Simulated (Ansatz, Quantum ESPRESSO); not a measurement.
## Complex bands of LiBr, rock salt type, lattice constant set to 5.675 Å: the same in Ansatz

Ansatz 0.2.0; plane-wave DFT, PBE, Ansatz PAW.

A second code with its own PAW datasets, on the same atoms.

The structure was built from a prototype and need not be the compound's stable phase.

Contents of input.yaml:

```yaml
crystal:
  lattice:
    - [4.0128309832, 0.0, 0.0]
    - [0.0, 4.0128309832, 0.0]
    - [0.0, 0.0, 5.675]
  atoms:
    - { symbol: Li, position: [0.0, 0.0, 0.0] }
    - { symbol: Br, position: [0.5, 0.5, 0.0] }
    - { symbol: Li, position: [0.5, 0.5, 0.5] }
    - { symbol: Br, position: [0.0, 0.0, 0.5] }
kpoints:
  mp_grid: { grid: [6, 6, 6] }
hamiltonian:
  xc: pbe
scf:
  occupations: { method: fixed }
  convergence: { dr2_threshold: 1.0e-09 }
output:
  transmission:
    leads: [[0, 0]]
    kpoints: [[0, 0], [0.5, 0], [0.5, 0.5], [0.25, 0]]
    e_range: [-2.07, 6.9]
    de: 0.23
```

Started as:

```sh
ansatz run input.yaml --threads 2 --pin off --max-ram 4096MiB --backend cpu --events-out ev --progress --plain --runs-dir out
```

Before running it: what should come out for the slowest decay at mid-gap; peak of the smallest κ at the zone centre; peak of the smallest κ at (1/2, 0); and im kz of the slowest decaying states against energy?

Inside the gap the slowest decay grows from the band edges towards mid-gap. At its top, κ = 0.36 Å⁻¹, tunnelling falls as exp(−2κL), a factor of 2.0 for each Å.

This step gave:

- slowest decay at mid-gap: 0.3546 Å⁻¹
- peak of the smallest κ at the zone centre: 0.3569 Å⁻¹
- peak of the smallest κ at (1/2, 0): 0.3996 Å⁻¹
- peak of the smallest κ at (1/4, 0): 0.4501 Å⁻¹
- valence top, on the run's zero: 1.277 eV

K across = (0, 0) in the cell's reciprocal vectors; values within 0.0025 1/Å of each other count once, columns are sorted by size at each energy, a dash where no further value was kept. The Im kz of the slowest decaying states by energy, zero at the highest filled level of the SCF mesh:

```tsv
energy (eV)	decay 1 (Å⁻¹)	decay 2 (Å⁻¹)	decay 3 (Å⁻¹)
-2.07	0.733	1.43	-
-1.61	0.578	1.40	-
-1.15	0.320	1.37	-
-0.69	1.34	1.47	-
-0.46	1.32	1.45	-
0.00	0.0236	0.0416	1.29
0.46	0.234	0.412	1.26
0.92	0.304	0.539	1.23
1.38	0.340	0.617	1.19
1.84	0.355	0.671	1.16
2.30	0.355	0.710	1.13
2.53	0.349	0.726	1.11
2.99	0.327	0.751	1.08
3.45	0.290	0.770	0.980
3.91	0.232	0.786	0.818
4.37	0.131	0.700	0.799
4.83	0.585	0.814	0.818
5.29	0.460	0.737	0.836
5.52	0.387	0.693	0.861
5.98	0.171	0.594	0.872
6.44	0.475	0.835	1.26
6.90	0.0677	0.311	0.794
```

K across = (0, 0) in the cell's reciprocal vectors. The Re kz of states that move upwards by energy, zero at the highest filled level of the SCF mesh:

```tsv
energy (eV)	channel 1 (Å⁻¹)	channel 2 (Å⁻¹)	channel 3 (Å⁻¹)
-2.07	0.323	-	-
-1.61	0.487	-	-
-1.15	-0.481	-	-
-0.69	-0.345	0.424	0.424
-0.46	-0.508	-0.508	-0.271
0.00	-	-	-
0.46	-	-	-
0.92	-	-	-
1.38	-	-	-
1.84	-	-	-
2.30	-	-	-
2.53	-	-	-
2.99	-	-	-
3.45	-	-	-
3.91	-	-	-
4.37	-	-	-
4.83	0.161	-	-
5.29	0.274	-	-
5.52	0.320	-	-
5.98	0.403	-	-
6.44	0.306	0.488	-
6.90	-	-	-
```

K across = (1/2, 0) in the cell's reciprocal vectors; values within 0.0025 1/Å of each other count once, columns are sorted by size at each energy, a dash where no further value was kept. Table of Im kz of the slowest decaying states by energy, zero at the highest filled level of the SCF mesh:

```tsv
energy (eV)	decay 1 (Å⁻¹)	decay 2 (Å⁻¹)	decay 3 (Å⁻¹)
-2.07	1.17	1.44	-
-1.84	0.0713	1.13	1.42
-1.38	0.0872	1.04	1.40
-1.15	0.979	1.39	-
-0.92	0.912	1.38	-
-0.46	0.680	1.36	-
-0.23	1.34	-	-
0.00	0.176	0.655	1.33
0.46	0.283	0.810	1.31
0.69	0.315	0.842	1.29
0.92	0.340	0.862	1.28
1.38	0.373	0.883	1.25
1.61	0.384	0.887	1.24
1.84	0.392	0.888	1.23
2.30	0.399	0.882	1.20
2.53	0.400	0.877	1.18
2.99	0.393	0.860	1.15
3.22	0.387	0.850	1.14
3.45	0.378	0.839	1.12
3.91	0.353	0.812	1.09
4.14	0.337	0.797	1.08
4.37	0.316	0.781	1.06
4.83	0.261	0.744	1.03
5.06	0.223	0.724	1.02
5.29	0.169	0.702	1.00
5.75	0.655	0.972	-
5.98	0.628	0.959	-
6.21	0.599	0.947	-
6.67	0.532	0.931	1.46
6.90	0.0997	0.493	0.933
```

K across = (1/2, 1/2) in the cell's reciprocal vectors; values within 0.0025 1/Å of each other count once, columns are sorted by size at each energy, a dash where no further value was kept.

```tsv
energy (eV)	decay 1 (Å⁻¹)	decay 2 (Å⁻¹)	decay 3 (Å⁻¹)
-2.07	1.38	-	-
-1.84	1.35	-	-
-1.38	1.02	1.49	-
-1.15	0.780	-	-
-0.92	0.109	0.511	-
-0.46	0.322	0.804	-
-0.23	0.373	0.827	-
0.00	0.412	0.836	-
0.46	0.467	0.833	-
0.69	0.487	0.826	-
0.92	0.502	0.816	-
1.38	0.525	0.791	-
1.61	0.532	0.777	-
1.84	0.537	0.761	-
2.30	0.542	0.726	-
2.53	0.542	0.707	-
2.99	0.537	0.665	-
3.22	0.533	0.642	-
3.45	0.527	0.618	1.49
3.91	0.511	0.566	1.44
4.14	0.502	0.537	1.42
4.37	0.490	0.506	1.40
4.83	0.436	0.463	1.35
5.06	0.395	0.447	1.33
5.29	0.350	0.428	1.31
5.75	0.230	0.385	1.26
5.98	0.132	0.359	1.23
6.21	0.329	1.21	-
6.67	0.252	1.15	-
6.90	0.198	1.12	-
```

K across = (1/4, 0) in the cell's reciprocal vectors; values within 0.0025 1/Å of each other count once, columns are sorted by size at each energy, a dash where no further value was kept.

```tsv
energy (eV)	decay 1 (Å⁻¹)	decay 2 (Å⁻¹)	decay 3 (Å⁻¹)
-2.07	0.123	0.848	1.44
-1.84	0.150	0.786	1.43
-1.61	0.0544	0.715	1.42
-1.38	0.629	1.40	1.47
-1.15	0.520	1.39	1.45
-0.92	0.0779	0.363	1.38
-0.69	0.125	1.37	1.40
-0.46	0.100	1.35	1.37
-0.23	1.34	1.35	-
0.00	0.0808	0.146	1.32
0.46	0.296	0.504	1.26
0.69	0.337	0.595	1.23
0.92	0.367	0.667	1.19
1.15	0.391	0.731	1.15
1.38	0.409	0.792	1.10
1.61	0.424	0.865	1.04
1.84	0.434	0.952	1.22
2.07	0.442	0.951	1.20
2.30	0.447	0.947	1.19
2.53	0.450	0.942	1.17
2.76	0.450	0.936	1.16
2.99	0.448	0.928	1.14
3.22	0.444	0.919	1.13
3.45	0.437	0.908	1.11
3.68	0.429	0.897	1.10
3.91	0.417	0.884	1.08
4.14	0.403	0.871	1.07
4.37	0.386	0.857	1.06
4.83	0.339	0.825	0.835
5.06	0.306	0.759	0.808
5.29	0.260	0.687	0.789
5.52	0.186	0.616	0.770
5.75	0.152	0.541	0.749
5.98	0.261	0.458	0.727
6.21	0.301	0.360	0.704
6.44	0.216	0.323	0.679
6.67	0.335	0.653	0.884
6.90	0.122	0.342	0.624
```

[Logs are printed without paths, hosts, clocks, repeated set-up lines and the standing remarks that a program may print on its own settings, such as how far it seeks lower states.]

[Hosts, paths, dates, database ids (printed as entryN), source tags and the programs' standing remarks are cut or masked in the printed files.]

[Maps of the electrostatic potential energy from Ansatz leave out the sawtooth potential of an applied field or a dipole correction, so their vacuum need not be flat; planar profiles and work functions include it.]
